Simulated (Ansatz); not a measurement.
**CdAgCl3 (model cell, started as cubic perovskite with Cd in the octahedra): a soft mode frozen in**

Wanted: the energy along a soft mode of CdAgCl3 (model cell, started as cubic perovskite with Cd in the octahedra) and the structure at the end.

Main program and level: Ansatz 0.2.0; DFT PBEsol, scalar-relativistic, plane waves, PAW.

The structure was built from a prototype and need not be the compound's stable phase.

### Step 1. The starting structure

It takes space group Pm-3m (No. 221, cubic). The conventional cell has a = 5.059 Å, b = 5.059 Å, c = 5.059 Å, α = 90.00°, β = 90.00°, γ = 90.00°. Nearest to Ag lie 12 Cl at 3.58 Å. Nearest to Cd lie 6 Cl at 2.53 Å. Cl has 2 Cd at 2.53 Å nearest. Farther neighbours and most contacts between anions are not listed.

### Step 2. Phonons on a q mesh

The cell comes from relaxations at this level that are not shown. Stability and thermal properties need the whole zone. Linear response on a 2×2×2 q mesh gives force constants as far as a supercell of that size would, and the tensors from the zone-centre run are typed in so that the long-range dipole term is interpolated apart.

The input, input.yaml:

```yaml
crystal:
  lattice:
    - [5.0585249677, 0.0, 0.0]
    - [0.0, 5.0585249677, 0.0]
    - [0.0, 0.0, 5.0585249677]
  atoms:
    - { symbol: Ag, position: [0.0, 0.0, 0.0] }
    - { symbol: Cd, position: [0.5, 0.5, 0.5] }
    - { symbol: Cl, position: [0.5, 0.5, 0.0] }
    - { symbol: Cl, position: [0.5, 0.0, 0.5] }
    - { symbol: Cl, position: [0.0, 0.5, 0.5] }
kpoints:
  mp_grid: { grid: [6, 6, 6] }
hamiltonian:
  xc: pbesol
scf:
  occupations: { method: fixed }
output:
  eigenvalues: true
phonons:
  method: dfpt
  qmesh: [2, 2, 2]
  temperatures: { t_max: 1000, t_step: 50 }
  qpath:
    path:
      - [[0.0, 0.0, 0.0], [0.0, 0.5, 0.0], [0.5, 0.5, 0.0], [0.0, 0.0, 0.0], [0.5, 0.5, 0.5], [0.0, 0.5, 0.0]]
      - [[0.5, 0.5, 0.5], [0.5, 0.5, 0.0]]
    npoints: 10
  non_analytic_term:
    high_frequency_dielectric_tensor: [[4.1296, 0.0, 0.0], [0.0, 4.1296, 0.0], [0.0, 0.0, 4.1296]]
    born_effective_charges:
      - { species: Ag, tensor: [[1.745, 0.0, 0.0], [0.0, 1.745, 0.0], [0.0, 0.0, 1.745]] }
      - { species: Cd, tensor: [[2.5865, 0.0, 0.0], [0.0, 2.5865, 0.0], [0.0, 0.0, 2.5865]] }
      - { species: Cl, tensor: [[-1.1142, 0.0, 0.0], [0.0, -1.1142, 0.0], [0.0, 0.0, -2.1031]] }
      - { species: Cl, tensor: [[-1.1142, 0.0, 0.0], [0.0, -2.1031, 0.0], [0.0, 0.0, -1.1142]] }
      - { species: Cl, tensor: [[-2.1031, 0.0, 0.0], [0.0, -1.1142, 0.0], [0.0, 0.0, -1.1142]] }
    source: "zone-centre run at this cell"
```

Run with:

```
$ ansatz run input.yaml --threads 8 --pin off --max-ram 14336MiB --backend cpu --events-out ev --progress --plain --runs-dir out
```

Numbers of over 12 decimals in the logs are rounded to 6 here.

The program printed:

```text
Engine: ansatz 0.2.0, aarch64-unknown-linux-gnu
Pseudopotentials: kind: paw
Pseudopotential: Ag, paw, valence charge 19, recommended cutoff 420 eV (normal), Ag.paw.azcp
Pseudopotential: Cd, paw, valence charge 20, recommended cutoff 420 eV (normal), Cd.paw.azcp
Pseudopotential: Cl, paw, valence charge 7, recommended cutoff 420 eV (normal), Cl.paw.azcp
Functional definition: PBEsol
  exchange = pbesol_x
  correlation = pbesol_c
Crystal: 5 atoms, lattice volume = 129.441 Å³
Basis set: ecut = 420 eV, 2517 PW (Γ), exchange–correlation on 72×72×72 points (8 copies of the dense FFT grid, shifted against one another)
Bands: 36, of which v1, the nominal top of the filled ones, is band 30 counted from 1 (29 counted from 0)
Symmetry: 48 space group operations
k-points: 20 of 216
Non-local potential: Ag, projectors of the file, l = 0: 3, l = 1: 2, l = 2: 2, l = 3: 1
Non-local potential: Cd, projectors of the file, l = 0: 3, l = 1: 2, l = 2: 2, l = 3: 1
Non-local potential: Cl, projectors of the file, l = 0: 2, l = 1: 2, l = 2: 2
PAW form: soft (Blöchl's): semilocal exchange-correlation on the pseudo side does not see the compensation charge
PAW frozen core: Ag, regenerated for the run's functional, and the local potential with it (the file was generated under x = pbe(κ = 0.804, μ = 0.219515), c = pbe(β = 0.066725))
PAW frozen core: Cd, regenerated for the run's functional, and the local potential with it (the file was generated under x = pbe(κ = 0.804, μ = 0.219515), c = pbe(β = 0.066725))
PAW frozen core: Cl, regenerated for the run's functional, and the local potential with it (the file was generated under x = pbe(κ = 0.804, μ = 0.219515), c = pbe(β = 0.066725))
PAW one-centre angular grid: Ag, 590 points (default); XC on 64 Gauss nodes
PAW one-centre angular grid: Cd, 590 points (default); XC on 64 Gauss nodes
PAW one-centre angular grid: Cl, 110 points (default); XC on 64 Gauss nodes
Initial density: superposition of atomic densities (neutral atoms: chi_scale 0, normalization atom), corrected by the library's trained network
Initial wavefunctions: pseudopotential atomic-orbital guess
Functional: x = pbesol(κ = 0.804, μ = 0.123457), c = pbesol(β = 0.046)
SCF iter   1: F=—  HF=-18890.973292 eV  |F-HF|=—  |Δ(HF+E_count)|=         —  Δρ=5.07e-3  dr2=4.12e-2  ethr=1.77e-3  ⟨swp⟩=4.6  Hψ=2449  notcnv=0  defer=70
preconditioner: auto → Resta (q_TF=auto, 2.400 Å⁻¹)  ε∞=5.2  [insulator: Δε(μ)=1.115 eV  Ē_g=10.538 eV  n_scr=26 (ndim 8)  ℏωp=21.6 eV  f_vac=0.057  ε∞_Penn≈5.2]
SCF iter   2: F=—  HF=-18890.962724 eV  |F-HF|=—  |Δ(HF+E_count)|=   1.06e-2  Δρ=2.03e-3  dr2=7.20e-3  ethr=6.87e-5  ⟨swp⟩=2.0  Hψ=1144  notcnv=0  defer=76
SCF iter   3: F=—  HF=-18890.960871 eV  |F-HF|=—  |Δ(HF+E_count)|=   1.85e-3  Δρ=5.99e-4  dr2=6.78e-4  ethr=1.20e-5  ⟨swp⟩=2.0  Hψ=1145  notcnv=0  defer=76
SCF iter   4: F=—  HF=-18890.960815 eV  |F-HF|=—  |Δ(HF+E_count)|=   5.66e-5  Δρ=2.35e-4  dr2=8.32e-5  ethr=1.13e-6  ⟨swp⟩=2.0  Hψ=889  notcnv=0  defer=62
SCF iter   5: F=—  HF=-18890.960830 eV  |F-HF|=—  |Δ(HF+E_count)|=   1.55e-5  Δρ=4.69e-5  dr2=2.88e-6  ethr=1.39e-7  ⟨swp⟩=2.0  Hψ=1070  notcnv=0  defer=29
SCF iter   6: F=—  HF=-18890.960849 eV  |F-HF|=—  |Δ(HF+E_count)|=   1.82e-5  Δρ=2.09e-5  dr2=4.89e-7  ethr=4.80e-9  ⟨swp⟩=2.0  Hψ=1218  notcnv=0  defer=26
SCF iter   7: F=—  HF=-18890.960848 eV  |F-HF|=—  |Δ(HF+E_count)|=   6.48e-8  Δρ=4.54e-6  dr2=2.99e-8  ethr=8.15e-10  ⟨swp⟩=2.1  Hψ=1177  notcnv=0  defer=26
SCF iter   8: F=—  HF=-18890.960848 eV  |F-HF|=—  |Δ(HF+E_count)|=   1.69e-8  Δρ=1.01e-6  dr2=1.02e-9  ethr=4.98e-11  ⟨swp⟩=2.0  Hψ=1094  notcnv=0  defer=26
SCF iter   9: F=—  HF=-18890.960848 eV  |F-HF|=—  |Δ(HF+E_count)|=  9.24e-10  Δρ=2.46e-7  dr2=7.32e-11  ethr=1.70e-12  ⟨swp⟩=2.0  Hψ=1029  notcnv=0  defer=26
SCF iter  10: F=-18890.960848 eV  HF=-18890.960848 eV  |F-HF|=3.64e-12  |Δ(HF+E_count)|=  8.37e-11  Δρ=4.98e-8  dr2=4.28e-12  ethr=1.00e-12  ⟨swp⟩=12.2  Hψ=3836  notcnv=0
SCF 1 converged in 10 iterations: F = -18890.960848 eV  dr2 = 4.28e-12
  greatest PAW one-centre occupation: 1.000 electrons in one spin orbital (limit 2), on the Ag atom at site 0 (counted from 0), in its partial waves of l = 0
NSCF: frozen V_eff on 20 k-points
NSCF: frozen V_eff on 64 k-points
DFPT response loops at q = (0, 0, 0) (fractional): preconditioner auto → Resta (q_TF=auto, 2.400 Å⁻¹)  ε∞=7.3 (no band partly filled); β = 1.00, the filter's whole step (`scf.mixing.beta` (0.50) is not read by the response loops at its default; to damp them type it under 1.00, their step now; it binds the ground state too); Broyden in place of MSR1
NSCF: frozen V_eff on 128 k-points
DFPT response loops at q = (0, 0, -0.5) (fractional): mixed as the last ones told, above
NSCF: frozen V_eff on 128 k-points
DFPT response loops at q = (0, -0.5, -0.5) (fractional): mixed as the last ones told, above
NSCF: frozen V_eff on 128 k-points
DFPT response loops at q = (-0.5, -0.5, -0.5) (fractional): mixed as the last ones told, above
SCF converged after 10 iterations
Free energy (F): -18890.960848 eV
Harris-Foulkes:  -18890.960848 eV  (|F-HF|=3.64e-12)
Internal energy: -18890.960848 eV  (E = F + TS)
E sigma→0 (E₀):  -18890.960848 eV
Fermi energy:    4.457435 eV
--- Per-component energies (eV) ---
  E_band       = -1006.738683
  E_kinetic    = 1514.097642
  E_local      = -8257.483140  (includes V_loc(G=0)·N_el)
  E_nonlocal   = 214.090261
  E_hartree    = 3643.578405
  E_xc         = -671.265440
  E_vxc        = -811.677792  (∫ρ·V_xc dr)
  E_paw        = -9780.526086  (= ΣΔE_a)
  E_vpaw       = -952.923068  (= ΣTr[D̂ρ^β])
  E_aug_tail   = 0.000598  (compensation charges beyond the density's cutoff)
  E_ewald      = -5554.353083
  E_core_change = 0.899995  (= ΣΔE_core)
  E_smearing   = -0.000000  (= −TS)
  E_closure    = 0.000000  (closes the sum)
  Σ components = -18890.960848   (vs F -18890.960848, Δ=0.00e0)
--- Band table (eV; the first three rows and the last of 20) ---
  k-point 0: bands = [... 26 lower, 3.2720, 3.3914, 3.3914, 3.3914, 5.5780, 6.3164, 12.5729, 12.5729, ... 2 higher]
  k-point 1: bands = [... 26 lower, 3.2675, 3.3085, 3.4050, 3.4050, 5.9409, 6.8926, 11.4883, 12.3735, ... 2 higher]
  k-point 2: bands = [... 26 lower, 3.1580, 3.3689, 3.5063, 3.5063, 6.6668, 8.2456, 10.2265, 11.8653, ... 2 higher]
  k-point 19: bands = [... 26 lower, 3.9810, 3.9810, 4.4574, 4.4574, 6.0540, 10.7709, 10.7709, 10.7709, ... 2 higher]
--- Phonons (Γ-DFPT): 4 representative perturbations + reference (Σ response iterations 12) ---
  ASR residual: 4.514e-5 → 0.000e0 eV/Å²; symmetrization residual: 1.368e-5 eV/Å²
  ASR residual per site (eV/Å²): 4.12e-5 4.51e-5 1.80e-5 1.80e-5 1.80e-5
  Γ frequencies (cm⁻¹): -94.62 -94.62 -94.62 -86.85 -86.85 -86.85 0.00 0.00 0.00 51.13 51.13 51.13 292.66 292.66 292.66
--- Phonons (arbitrary-q DFPT): 4 irreducible q on the 2×2×2 mesh ---
  q = [0.0000, 0.0000, 0.0000] (star 1, of the zone-centre solve; hermiticity 2.93e-6, symmetrization 4.27e-12): -94.62 -94.62 -94.62 -86.85 -86.85 -86.85 -0.00 -0.00 0.00 51.13 51.13 51.13 292.66 292.66 292.66
  q = [0.0000, 0.0000, -0.5000] (star 3, 9 solved perturbations in 504 linear systems a pass and spin channel, the states on 64 of 216 k-point pairs; hermiticity 2.47e-6, symmetrization 4.14e-12): -86.84 -86.84 -81.79 -79.87 -79.87 -28.81 16.98 16.98 46.81 46.81 69.36 145.88 288.47 292.50 292.50
  q = [0.0000, -0.5000, -0.5000] (star 3, 9 solved perturbations in 504 linear systems a pass and spin channel, the states on 64 of 216 k-point pairs; hermiticity 5.69e-6, symmetrization 9.85e-13): -125.82 -89.39 -89.39 -68.00 -68.00 -55.24 53.14 55.16 55.16 93.82 145.77 145.77 198.83 292.75 315.49
  q = [-0.5000, -0.5000, -0.5000] (star 1, 4 solved perturbations in 184 linear systems a pass and spin channel, the states on 64 of 216 k-point pairs; hermiticity 1.36e-6, symmetrization 6.11e-12): -126.08 -126.08 -126.08 -79.24 -79.24 -79.24 99.06 99.06 99.06 145.80 145.80 145.80 198.13 198.13 336.03
  sum rule: each row above includes the acoustic sum rule's correction from the zone centre's row sums; it moved no ω² by more than (0.37 cm⁻¹)²
  mesh force constants: q→R imaginary residual 4.13e-18; ASR residual 4.514e-5 → 0.000e0 eV/Å²; symmetrization residual 7.994e-15 eV/Å²
  interpolated dispersion: 63 rows × 15 modes
  density of states and harmonic sums: on the 12×12×12 q-mesh, interpolated from the force constants of a 2×2×2 supercell (with the dipole–dipole term of supplied tensors)
  largest difference from the sums on the solved wave vectors: F 7.91e-3 eV, S 3.50e-5 and C_V 2.55e-5 eV/K
  zero-point energy: 0.081868 eV/cell   skipped modes (ω ≤ 0): 514, of them read as no rigid motion or as one in doubt: 511 (6.076e0 modes/cell left out, lowest -126.08 cm⁻¹)   left out of the sums: 4.05e-1 of the cell's modes: C_V's classical limit lies that fraction below 3 k_B per atom; for a crystal, a wire or a layer, F and S can be off by more, and a phonons.interpolated_qmesh denser along its periods is the remedy for the sampling
```

Run time: 69 s. Hardware: 8 threads of Arm Neoverse V2, shared host; peak memory 1.2 GiB.

In the SCF lines HF is the Harris–Foulkes energy and dr2 the Hartree energy of the density residual, in eV; the loop may stop once dr2 is under the threshold and the program's other checks hold. Hψ counts applications of the Hamiltonian.

This step gave:

* gap on the k-mesh: 1.121 eV
* volume per atom: 25.89 Å³
* sum-rule residual before enforcement: 4.51e-5 eV/Å²
* lowest frequency on the path: -126.1 cm⁻¹
* point group: m-3m
* highest frequency on the path or at a solved wavevector: 336.0 cm⁻¹
* highest optical mode at the zone centre (no LO-TO term): 292.7 cm⁻¹
* lowest optical zone-centre mode: -94.62 cm⁻¹
* lowest mode on the q mesh (acoustic modes at Γ apart): -126.1 cm⁻¹

Frequencies (cm⁻¹) solved at each irreducible wavevector; negative means imaginary. Frequencies by wavevector, by row:

```tsv
q in reciprocal lattice units	star	mode 1	mode 2	mode 3	mode 4	mode 13	mode 14	mode 15
0 0 0	1	-94.6	-94.6	-94.6	-86.8	292.7	292.7	292.7
0 0 -0.5	3	-86.8	-86.8	-81.8	-79.9	288.5	292.5	292.5
0 -0.5 -0.5	3	-125.8	-89.4	-89.4	-68	198.8	292.8	315.5
-0.5 -0.5 -0.5	1	-126.1	-126.1	-126.1	-79.2	198.1	198.1	336
```

Interpolated from a 2×2×2 q mesh, with the LO-TO term (at Γ the limit along the path; where Γ stands inside the path, tables give the limit on arrival). Phonon branches along the path, in cm⁻¹:

```tsv
point	branch 1	branch 2	branch 3	branch 4	branch 12	branch 13	branch 14	branch 15
Γ	-95	-95	-87	-87	85	293	293	316
halfway	-91	-91	-84	-83	108	293	293	304
X	-87	-87	-82	-80	146	288	292	292
halfway	-112	-86	-85	-81	146	237	293	315
M	-126	-89	-89	-68	146	199	293	316
halfway	-106	-90	-87	-78	113	259	293	318
Γ	-95	-95	-87	-87	85	293	293	316
halfway	-106	-102	-102	-76	116	258	258	331
R	-126	-126	-126	-79	146	198	198	336
halfway	-114	-109	-101	-78	146	228	256	331
X	-87	-87	-82	-80	146	288	292	292
jump to R	-126	-126	-126	-79	146	198	198	336
halfway	-126	-111	-111	-78	146	198	244	333
M	-126	-89	-89	-68	146	199	293	316
```

Symmetry leaves 4 wavevectors to solve. The lowest mode among them, the acoustic zeros apart, lies at q = (-0.5, -0.5, -0.5) and is imaginary, 126.1i cm⁻¹, so the energy falls along it.

### Step 3. The mode frozen in, largest atomic shift 0 Å

The mode followed lies at q = (-0.5, -0.5, -0.5) with frequency 126.1i cm⁻¹ and is 3-fold degenerate, the softest among the wavevectors solved. At small amplitude the distorted cell has space group no. 74 by a symmetry search on the positions. The undistorted cell that holds it gives the zero of energy on the same k mesh.

System of this step: CdAgCl3 (model cell, started as cubic perovskite with Cd in the octahedra). The structure is cubic, space group Pm-3m (No. 221). Conventional cell: a = 5.059 Å, b = 5.059 Å, c = 5.059 Å, α = 90.00°, β = 90.00°, γ = 90.00°. Nearest to Ag lie 12 Cl at 3.58 Å. Cd has 6 Cl at 2.53 Å nearest. Nearest to Cl lie 2 Cd at 2.53 Å. Farther neighbours and most contacts between anions are not listed.

The input, input.yaml:

```yaml
crystal:
  lattice:
    - [5.0585249677, 5.0585249677, 0.0]
    - [5.0585249677, 0.0, 5.0585249677]
    - [5.0585249677, 0.0, -5.0585249677]
  atoms:
    - { symbol: Ag, position: [0.0, 0.0, 0.0] }
    - { symbol: Ag, position: [0.0, 0.5, 0.5] }
    - { symbol: Cd, position: [0.5, 0.25, 0.75] }
    - { symbol: Cd, position: [0.5, 0.75, 0.25] }
    - { symbol: Cl, position: [0.5, 0.0, 0.0] }
    - { symbol: Cl, position: [0.5, 0.5, 0.5] }
    - { symbol: Cl, position: [0.0, 0.5, 0.0] }
    - { symbol: Cl, position: [0.0, 0.0, 0.5] }
    - { symbol: Cl, position: [0.5, 0.0, 0.5] }
    - { symbol: Cl, position: [0.5, 0.5, 1.0] }
kpoints:
  mp_grid: { grid: [6, 6, 6] }
hamiltonian:
  xc: pbesol
scf:
  occupations: { method: gaussian, width: 0.02 }
output:
  forces: true
  stress: true
  eigenvalues: true
```

The program printed:

```text
[...]
Crystal: 10 atoms, lattice volume = 258.882 Å³
Basis set: ecut = 420 eV, 5029 PW (Γ), exchange–correlation on 96×96×96 points (8 copies of the dense FFT grid, shifted against one another)
Bands: 72, of which v1, the nominal top of the filled ones, is band 60 counted from 1 (59 counted from 0)
Symmetry: 96 space group operations
[...]
k-points: 16 of 216
[...]
k-point 0: bands = [... 56 lower, 3.9809, 3.9809, 4.4573, 4.4573, 5.5781, 6.0540, 6.3164, 10.7708, ... 5 higher]
  k-point 1: bands = [... 56 lower, 3.8938, 3.9271, 4.2563, 4.2563, 5.8596, 6.2392, 6.7339, 10.4650, ... 5 higher]
  k-point 2: bands = [... 56 lower, 3.6098, 3.7857, 3.9979, 3.9979, 6.4329, 6.6590, 7.6820, 9.7459, ... 5 higher]
  k-point 15: bands = [... 56 lower, 3.5720, 3.5777, 3.8854, 4.1033, 7.1611, 7.1879, 9.4287, 9.8618, ... 5 higher]
[key lines of the parts left out:]
SCF converged after 7 iterations
Free energy (F): -37781.921723 eV
Fermi energy:    5.017822 eV
P = ⅓ Tr σ = -0.0085 GPa (-0.085 kbar)
```

It took 1.8 s on 8 threads; peak memory 1.1 GiB; 12 s of CPU time.

This step gave:

| Property | Result |
| --- | --- |
| pressure | -0.008544 GPa |
| energy from the undistorted cell | 0 meV/atom |

At this level the gap is 1.12 eV on the k-mesh of the self-consistent run, which can miss the band edges.

### Step 4. The mode frozen in, largest atomic shift 0.6 Å

The atoms are moved along the unstable eigenvector, the largest shift by 0.6 Å, with the cell fixed.

The input, input.yaml:

```yaml
crystal:
  lattice:
    - [5.0585249677, 5.0585249677, 0.0]
    - [5.0585249677, 0.0, 5.0585249677]
    - [5.0585249677, 0.0, -5.0585249677]
  atoms:
    - { symbol: Ag, position: [0.0, 0.0, 0.0] }
    - { symbol: Ag, position: [0.0, 0.5, 0.5] }
    - { symbol: Cd, position: [0.5, 0.25, 0.75] }
    - { symbol: Cd, position: [0.5, 0.75, 0.25] }
    - { symbol: Cl, position: [0.583871103, -0.083871103, -0.083871103] }
    - { symbol: Cl, position: [0.416128897, 0.583871103, 0.583871103] }
    - { symbol: Cl, position: [0.0, 0.4580644485, 0.0419355515] }
    - { symbol: Cl, position: [0.0, 0.0419355515, 0.4580644485] }
    - { symbol: Cl, position: [0.5, 0.0419355515, 0.4580644485] }
    - { symbol: Cl, position: [0.5, 0.4580644485, 1.0419355515] }
kpoints:
  mp_grid: { grid: [6, 6, 6] }
hamiltonian:
  xc: pbesol
scf:
  occupations: { method: gaussian, width: 0.02 }
output:
  forces: true
  stress: true
  eigenvalues: true
```

The program printed:

```text
[...]
Crystal: 10 atoms, lattice volume = 258.882 Å³
Basis set: ecut = 420 eV, 5029 PW (Γ), exchange–correlation on 96×96×96 points (8 copies of the dense FFT grid, shifted against one another)
Bands: 72, of which v1, the nominal top of the filled ones, is band 60 counted from 1 (59 counted from 0)
Symmetry: 8 space group operations
[...]
k-points: 46 of 216
[...]
k-point 0: bands = [... 56 lower, 3.8556, 3.8895, 4.0249, 4.1706, 5.8315, 6.8547, 6.8783, 10.6955, ... 5 higher]
  k-point 1: bands = [... 56 lower, 3.8061, 3.8344, 3.8706, 4.0447, 6.2413, 6.9097, 7.0402, 10.2794, ... 5 higher]
  k-point 2: bands = [... 56 lower, 3.5992, 3.6100, 3.7080, 3.8860, 6.9297, 7.1971, 7.4838, 9.3876, ... 5 higher]
  k-point 45: bands = [... 56 lower, 3.5523, 3.5585, 3.7476, 3.8130, 7.5705, 7.5914, 8.9601, 9.5605, ... 5 higher]
[key lines of the parts left out:]
SCF converged after 8 iterations
Free energy (F): -37783.095349 eV
Fermi energy:    5.001060 eV
P = ⅓ Tr σ = -2.1012 GPa (-21.012 kbar)
```

Run time: 4.6 s. Hardware: 8 threads; peak memory 1.4 GiB; 35 s of CPU time.

Numbers from this step:

```yaml
pressure: -2.101 GPa
gap_on_the_k_mesh: 1.661 eV
energy_from_the_undistorted_cell: -117.4 meV/atom
```

The energy, extrapolated to zero smearing, is -117.36 meV/atom against the undistorted cell.

The run ends at a pressure of -2.10 GPa, with forces up to 0.78 eV/Å.

### Step 5. Energy along the mode, all amplitudes (two of the runs are shown above)

An imaginary frequency means negative curvature, so the energy should fall and then rise again as anharmonic terms take over.

This step gave:

```yaml
depth_at_the_lowest_point_sampled: 117.4 meV/atom
largest_atomic_shift_at_that_point: 0.6 Å
```

The energy from the parent by largest atomic shift:

```tsv
largest atomic shift (Å)	energy from the parent (meV/atom)
0.000	0
0.040	-0.662
0.080	-2.64
0.140	-8.00
0.220	-19.3
0.320	-39.3
0.450	-72.7
0.600	-117
```

Displacement at unit largest shift by atom:

```tsv
atom	x (Å)	y (Å)	z (Å)	size
Ag1	0.000	0.000	0.000	0.000
Ag2	0.000	0.000	0.000	0.000
Cd3	0.000	0.000	0.000	0.000
Cd4	0.000	0.000	0.000	0.000
Cl5	-0.707	0.707	0.000	1.000
Cl6	0.707	-0.707	0.000	1.000
Cl7	0.000	0.000	-0.707	0.707
Cl8	0.000	0.000	0.707	0.707
Cl9	0.000	0.000	0.707	0.707
Cl10	0.000	0.000	-0.707	0.707
```

The lowest of the steps tried is the last one, at 0.6 Å, 117 meV/atom below the parent; the bottom of the well need not coincide with a step.

(Part 1 of 3 ends here.)

[Logs are printed without paths, hosts, clocks, repeated set-up lines and the standing remarks that a program may print on its own settings, such as how far it seeks lower states.]

[Hosts, paths, dates, database ids (printed as entryN), source tags and the programs' standing remarks are cut or masked in the printed files.]
